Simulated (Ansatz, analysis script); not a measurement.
```xyz
3
Lattice="2.970 0.000 0.000 -1.485 2.572 0.000 0.000 0.000 3.070" Properties=species:S:1:pos:R:3 pbc="T T T" subject="CrB2: E(q) by the generalised Bloch theorem" method="LDA, PAW set soft_2 (files made for PBE); spin spirals by the generalised Bloch theorem, no spin–orbit coupling (and 2 further levels or steps)" program="Ansatz 0.2.0 and analysis script 1" settings_of_one_run="cutoff 420 eV, 12×12×12 k-mesh, Fermi-Dirac occupations, smearing width 0.05 eV, cone angle 90 °, wavevectors 10, starting moments 0.78 0 0 μB" notes="No spin model is given, since the moments change too much along the path." lowest_point_of_the_path="q = (0.333, 0.333, 0), -31.5 meV a magnetic atom from q = 0" highest_point="17.5 meV a magnetic atom"
Cr    0.000    0.000    0.000
B     0.000    1.715    1.535
B     1.485    0.857    1.535
```

[Logs and program files are shortened in this print: banners, set-up blocks, solver, clock and traceback lines can be left out without a mark of their own.]

[Logs are printed without paths, hosts, clocks, repeated set-up lines and the standing remarks that a program may print on its own settings, such as how far it seeks lower states.]

[Hosts, paths, dates, database ids (printed as entryN), source tags and the programs' standing remarks are cut or masked in the printed files.]
